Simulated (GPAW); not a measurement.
# LiHF2 (C2/m): one start, several treatments of the self-energy, part 2 of 2

Wanted: the gap of LiHF2 (C2/m) under several approximations, with cost.

GPAW 26.7.0; LDA and many-body steps on it, plane waves. Known limits of the many-body steps: not at the basis limit; coarse k mesh.

So far. Step 2 (Empty states on the mesh, 4×4×2 mesh, 120 bands): On this mesh the gap is 8.168 eV. Step 3 (G0W0, Godby-Needs plasmon pole): The gap on the mesh goes from 8.17 eV to 12.47 eV, a correction of +4.30 eV.

## Step 5: G0W0, extrapolated in the cutoff

This step: G0W0 on LDA, plane waves, PAW.

run.py

```python
import json
import numpy as np
from gpaw.mpi import world
from gpaw.response.g0w0 import G0W0

gw = G0W0('full.gpw',
    filename='gw',
    kpts=[0, 1],
    bands=(6, 10),
    ecut=130.0,
    integrate_gamma='WS',
    ppa=True,
    ecut_extrapolation=True)
gw.calculate()
res = {mode: {k: v for k, v in r.items() if k != 'sigma_eskwn'}
       for mode, r in gw.all_results.items()}

if world.rank == 0:
    with open('result.json', 'w') as f:
        json.dump(res, f, default=lambda x: x.tolist())
```

The run is started by

```console
> mpirun -n 4 gpaw python run.py
```

Numbers of over 12 decimals in the logs are rounded to 6 here.

The log of the run:

```text
Using integrator: PointIntegrator
FrequencyGridDescriptor(from 0.000+0.000j to 0.000+27.211j eV, 2 points)
Nonperiodic BCs:  [False False False]
Using integrator: PointIntegrator
FrequencyGridDescriptor(from 0.000+0.000j to 0.000+27.211j eV, 2 points)
Nonperiodic BCs:  [False False False]
  ___  _ _ _
 |   || | | |
 | | || | | |
 |__ ||_____|
 |___|

BZ k-points: Symmetries present (total): 4

  [... matrices ...]
32 k-points: 4 x 4 x 2 Monkhorst-Pack grid + [1/8,1/8,1/4]
14 k-points in the irreducible part of the Brillouin zone
       k-points in crystal coordinates                weights
   0:     0.00000000    0.00000000    0.00000000          1/32
   1:     0.00000000    0.00000000    0.50000000          1/32
   2:     0.25000000   -0.25000000    0.00000000          2/32
[...]
9:     0.50000000    0.00000000    0.50000000          2/32
          ...
  13:     0.50000000    0.50000000    0.50000000          1/32

Distributing spins, k-points and bands (1 x 2 x 4) over 4 processes
Number of blocks: 1

Quasi particle states:
k-points (IBZ indices): [0, 1]
Band range: (6, 10)
  [... matrices ...]
Computational parameters:
Extrapolating to infinite plane wave cut-off using points at:
  112.031 eV
  120.183 eV
  130.000 eV
Number of bands: 110
Coulomb cutoff: None
Broadening: 0.1 eV

fxc modes: GW
Kernel: RPA
Using Godby-Needs plasmon-pole approximation:
  Fitting energy: i*E0, E0 = 1.000 Hartree
Summing all q:

Calculating screened Coulomb potential
No Coulomb truncation
FrequencyGridDescriptor(from 0.000+0.000j to 0.000+27.211j eV, 2 points)
Removing empty qpoint cache files...

Calculating chi0 body with:
    Ground state adapter containing:
    Number of spins: 1
    Number of kpoints: 32
    Number of irreducible kpoints: 14
[...]
chi0_wGG: 0.417755 M / cpu
Integrating chi0 body.

Symmetries of q_c:
    Direct symmetries (Uq -> q): 4
    Indirect symmetries (TUq -> q): 0
In total 4 allowed symmetries.

  [... matrices ...]
14 groups of equivalent kpoints. 56.25% reduction.

Integral kind: response function
Integrating chi0 head and wings.

Symmetries of q_c:
    Direct symmetries (Uq -> q): 4
    Indirect symmetries (TUq -> q): 0
In total 4 allowed symmetries.

  [... matrices ...]
14 groups of equivalent kpoints. 56.25% reduction.

Integral kind: response function wings

Calculating chi0 body with:
    Ground state adapter containing:
    Number of spins: 1
    Number of kpoints: 32
    Number of irreducible kpoints: 14
    Number of completely occupied states: 8
    Number of partially occupied states: 8
    Occupied states memory: 1.107421875 M / cpu

    Linear response parametrization:
[... the further q-points ...]
Extrapolating selfenergy to infinite energy cutoff:
  Performing linear fit to 3 points
  Warning: Bad quality of linear fit for some (n,k).
           Higher cutoff might be necessary.
  Minimum R^2 = 0.8906. (R^2 Should be close to 1)
  [... matrices ...]
Results:
f:      Occupation numbers
eps:     KS-eigenvalues [eV]
vxc:     KS vxc [eV]
exx:     Exact exchange [eV]
sigma:   Self-energies [eV]
dsigma:  Self-energy derivatives
Z:       Renormalization factors
qp:      QP-energies [eV]

k-point 0 (0): (0.000, 0.000, 0.000)                GW
band       f     eps     vxc     exx   sigma  dsigma       Z      qp
                                                                   GW
   6   1.000  -2.793 -24.021 -31.837   4.602  -0.226   0.816  -5.414
   7   1.000  -2.682 -24.983 -31.950   4.010  -0.215   0.823  -5.115
   8   0.000   5.578 -12.087  -6.954  -2.821  -0.120   0.893   7.644
[...]
k-point 1 (1): (0.000, 0.000, 0.500)                GW
band       f     eps     vxc     exx   sigma  dsigma       Z      qp
                                                                   GW
[...]
8   0.000   6.701 -11.603  -6.279  -2.831  -0.121   0.892   8.926
   9   0.000   9.466 -13.441  -7.689  -3.060  -0.136   0.881  11.836
```

Elapsed: 33 s, on 4 MPI ranks of Arm Neoverse V1, shared host; peak memory 0.96 GiB.

Numbers from this step:

| Property | Result |
| --- | --- |
| quasiparticle gap on the points computed | 12.76 eV |
| least direct quasiparticle gap on the computed points | 12.76 eV |
| Z at the valence top | 0.8229 |
| Z at the conduction bottom | 0.8932 |
| starting gap on the mesh | 8.168 eV |
| k of the valence top | 0, 0, 0 |
| k of the conduction bottom | 0, 0, 0 |
| gaps at the cutoffs of the extrapolation | 12.48, 12.51, 12.54 eV |

Against G0W0 in GPAW (4×4×2 mesh, 51 bands, screening to 78 eV, Godby-Needs plasmon pole), the gap moves by +0.290 eV.

## Step 6: One-shot PBE0

This step: one-shot PBE0 levels on LDA orbitals, plane waves, PAW.

run.py

```python
import json
import numpy as np
from gpaw.mpi import world
from gpaw.hybrids.eigenvalues import non_self_consistent_eigenvalues

dft, vxc, vxc_hyb = non_self_consistent_eigenvalues('full.gpw', 'PBE0', 6, 10, kpt_indices=[0, 1])
res = {'dft': dft[0], 'hybrid': (dft - vxc + vxc_hyb)[0]}
if world.rank == 0:
    with open('hybrid.txt', 'w') as f:
        for k, e0, e1 in zip([0, 1], res['dft'], res['hybrid']):
            print(k, ' '.join(f'{x:9.4f}' for x in e0), '|', ' '.join(f'{x:9.4f}' for x in e1), file=f)

if world.rank == 0:
    with open('result.json', 'w') as f:
        json.dump(res, f, default=lambda x: x.tolist())
```

The run is started by

```console
> mpirun -n 4 gpaw python run.py
```

The log of the run:

```text
IBZ(<points: 14, symmetries: 4>)
Occupied bands: 8
Transforming wave functions from IBZ to BZ: 0.008 seconds
Distributing wave functions and iFFT-ing to real space: 0.054 seconds
Calculating eigenvalues:
  k-points: 2
  Bands: 6-9 (inclusive)
  Seconds: 0.301 (wave-function broadcasting: 0.007 seconds)
HSE06-eigenvalue shifts:
  min: -2.240 eV
  ave: -0.323 eV
  max: 1.687 eV
```

Run time: 3 s. Hardware: 4 MPI ranks; peak memory 0.46 GiB; 12 s of CPU time.

This step gave:

```
starting gap on the mesh                       : 8.168 eV
hybrid gap on the mesh                         : 11.69 eV
least direct hybrid gap on the computed points : 11.69 eV
```

## Step 7: G0W0, full frequency, Hilbert transform

This step: G0W0 on LDA, plane waves, PAW.

run.py

```python
import json
import numpy as np
from gpaw.mpi import world
from gpaw.response.g0w0 import G0W0

gw = G0W0('full.gpw',
    filename='gw',
    kpts=[0, 1],
    bands=(6, 10),
    ecut=78,
    nbands=51,
    integrate_gamma='WS',
    frequencies={'type': 'nonlinear', 'domega0': 0.1, 'omega2': 15.0},
    eta=0.1,
    nblocksmax=True)
gw.calculate()
res = {mode: {k: v for k, v in r.items() if k != 'sigma_eskwn'}
       for mode, r in gw.all_results.items()}

if world.rank == 0:
    with open('result.json', 'w') as f:
        json.dump(res, f, default=lambda x: x.tolist())
```

The run is started by

```console
> mpirun -n 4 gpaw python run.py
```

The log of the run:

```text
Using integrator: PointIntegrator
NonLinearFrequencyDescriptor(from 0.000 to 90.944 eV, 260 points)
Nonperiodic BCs:  [False False False]
Using integrator: PointIntegrator
NonLinearFrequencyDescriptor(from 0.000 to 90.944 eV, 260 points)
Nonperiodic BCs:  [False False False]
  ___  _ _ _
 |   || | | |
 | | || | | |
 |__ ||_____|
 |___|

BZ k-points: Symmetries present (total): 4

  [... matrices ...]
32 k-points: 4 x 4 x 2 Monkhorst-Pack grid + [1/8,1/8,1/4]
14 k-points in the irreducible part of the Brillouin zone
       k-points in crystal coordinates                weights
[...]
GW
   6   1.000  -2.793 -24.021 -31.837   4.790  -0.224   0.817  -5.265
   7   1.000  -2.682 -24.983 -31.950   4.418  -0.202   0.832  -4.802
   8   0.000   5.578 -12.087  -6.954  -2.790  -0.115   0.897   7.679
[...]
k-point 1 (1): (0.000, 0.000, 0.500)                GW
band       f     eps     vxc     exx   sigma  dsigma       Z      qp
                                                                   GW
[...]
8   0.000   6.701 -11.603  -6.279  -2.721  -0.122   0.891   9.020
   9   0.000   9.466 -13.441  -7.689  -2.912  -0.140   0.877  11.956
```

Run time: 21 s. Hardware: 4 MPI ranks; peak memory 0.9 GiB; 83 s of CPU time.

Numbers from this step:

```yaml
g0w0_gap_on_the_points_computed: 12.48 eV
least_direct_g0w0_gap_on_the_computed_points: 12.48 eV
starting_gap_on_the_mesh: 8.168 eV
k_of_the_valence_top: 0, 0, 0
k_of_the_conduction_bottom: 0, 0, 0
```

Against G0W0 in GPAW (4×4×2 mesh, 51 bands, screening to 78 eV, Godby-Needs plasmon pole), the gap moves by +0.013 eV.

## Step 8: Side by side

Times are wall times on 4 MPI ranks of Arm Neoverse V1, shared host, good to a factor of about two.

```
                                    run   mesh  bands  screening cutoff (eV)  DFT gap (eV)  gap on the mesh (eV)  direct (eV)  time
         G0W0, Godby-Needs plasmon pole  4×4×2     51                     78         8.168                12.469       12.469  12 s
                         one-shot HSE06  4×4×2      -                      -         8.168                10.883       10.883   3 s
       G0W0, extrapolated in the cutoff  4×4×2      -                    130         8.168                12.759       12.759  33 s
                          one-shot PBE0  4×4×2      -                      -         8.168                11.687       11.687   3 s
G0W0, full frequency, Hilbert transform  4×4×2     51                     78         8.168                12.482       12.482  21 s
```

## Step 9: Summary of results

* G0W0, Godby-Needs plasmon pole: 12.469 eV
* one-shot HSE06: 10.883 eV
* G0W0, extrapolated in the cutoff: 12.759 eV
* one-shot PBE0: 11.687 eV
* G0W0, full frequency, Hilbert transform: 12.482 eV
* known limits: not at the basis limit; coarse k mesh

**Reading.** One-shot HSE06: −1.586 eV against G0W0, Godby-Needs plasmon pole. G0W0, extrapolated in the cutoff: +0.290 eV against G0W0, Godby-Needs plasmon pole, at other bands or cutoff, so not like for like. One-shot PBE0: −0.781 eV against G0W0, Godby-Needs plasmon pole. G0W0, full frequency, Hilbert transform: +0.013 eV against G0W0, Godby-Needs plasmon pole. One-shot hybrid levels are evaluated on the LDA orbitals. Bands and cutoff are finite, so the gap is not at the basis limit. The miss can reach some tenths of an eV and take either sign; the mesh is an error of its own. These stock PAW sets were not made for GW. In the G0W0 runs levels were corrected at 2 k points alone, so a gap called «on the mesh» is the least over those, and an edge elsewhere would be missed. The program warns of a poor linear fit in the extrapolation of some level, so the extrapolated values are rough. The 4×4×2 mesh is coarse for this cell, which bears on the long-range parts of exchange and screening.

[Paths, hosts, dates, memory and timing lines, banners, echoed tables and standing remarks are left out of the program output.]

[Logs are printed without paths, hosts, clocks, repeated set-up lines and the standing remarks that a program may print on its own settings, such as how far it seeks lower states.]

[Runs of the session that timed out or met a known fault of the program may be left out.]

[Hosts, paths, dates, database ids (printed as entryN), source tags and the programs' standing remarks are cut or masked in the printed files.]
